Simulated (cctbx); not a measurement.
# Ca2Ir2O7 across an absorption edge

Space group Fd-3m (no. 227, origin choice 1), a = 10.1420 Å, b = 10.1420 Å, c = 10.1420 Å, α = 90.00°, β = 90.00°, γ = 90.00°.

| atom | mult. | x | y | z | Ueq (Å²) |
| --- | --- | --- | --- | --- | --- |
| Ir1 | 16 | 1/8 | 1/8 | 1/8 | 0.0174 |
| Ca1 | 16 | 1/8 | 5/8 | 1/8 | 0.0241 |
| O1 | 48 | 0.7037 | 0 | 1/2 | 0.0296 |
| O2 | 8 | 1/4 | 3/4 | 1/4 | 0.0370 |

The model is made up (kin elements in a known structure type, no relaxation), so it says nothing on whether the phase exists.

Calculated with cctbx: free-atom f′ and f″ from the Sasaki tables, no fine structure; amplitudes in electrons.

| E (eV) | F 0 0 4 | F 1 1 1 | F 0 2 2 | F 3 1 3 |
| --- | --- | --- | --- | --- |
| 10615 | 838.3 | 402.3 | 18.0 | 215.6 |
| 10965 | 811.6 | 388.5 | 18.0 | 202.6 |
| 11095 | 789.9 | 377.2 | 18.0 | 191.9 |
| 11155 | 769.3 | 366.4 | 18.0 | 181.7 |
| 11185 | 748.8 | 355.7 | 18.0 | 171.7 |
| 11200 | 728.7 | 345.2 | 18.0 | 161.8 |
| 11207 | 711.1 | 336.0 | 18.0 | 153.1 |
| 11211 | 693.0 | 326.5 | 18.0 | 144.2 |
| 11219 | 694.8 | 326.8 | 18.0 | 152.7 |
| 11223 | 719.9 | 339.9 | 18.0 | 164.1 |
| 11230 | 740.5 | 350.7 | 18.0 | 173.5 |
| 11245 | 762.2 | 362.1 | 18.0 | 183.7 |
| 11275 | 783.5 | 373.2 | 18.0 | 193.6 |
| 11365 | 810.0 | 387.1 | 18.0 | 206.1 |
| 11615 | 838.4 | 402.1 | 18.0 | 219.4 |

**Question.** Which edge is crossed, and why do the reflections move as they do?

The L3 edge of Ir. The edge is at 11215 eV. f′ of Ir falls from -12.1 e at 11095 eV to -18.5 e at 4 eV below it, and f″ steps from 3.86 to 10.19 e across it. Over that approach |F| changes by -12 % (0 0 4), -13 % (1 1 1), +0 % (0 2 2) and -25 % (3 1 3): a reflection falls where Ir scatters in phase with the total and rises where it scatters against it; it hardly moves where the Ir term is small or cancels by symmetry. Above the edge the larger f″ enters the imaginary part, where it can add to or cancel the other atoms' f″. The structure is centrosymmetric, so Friedel mates stay equal.
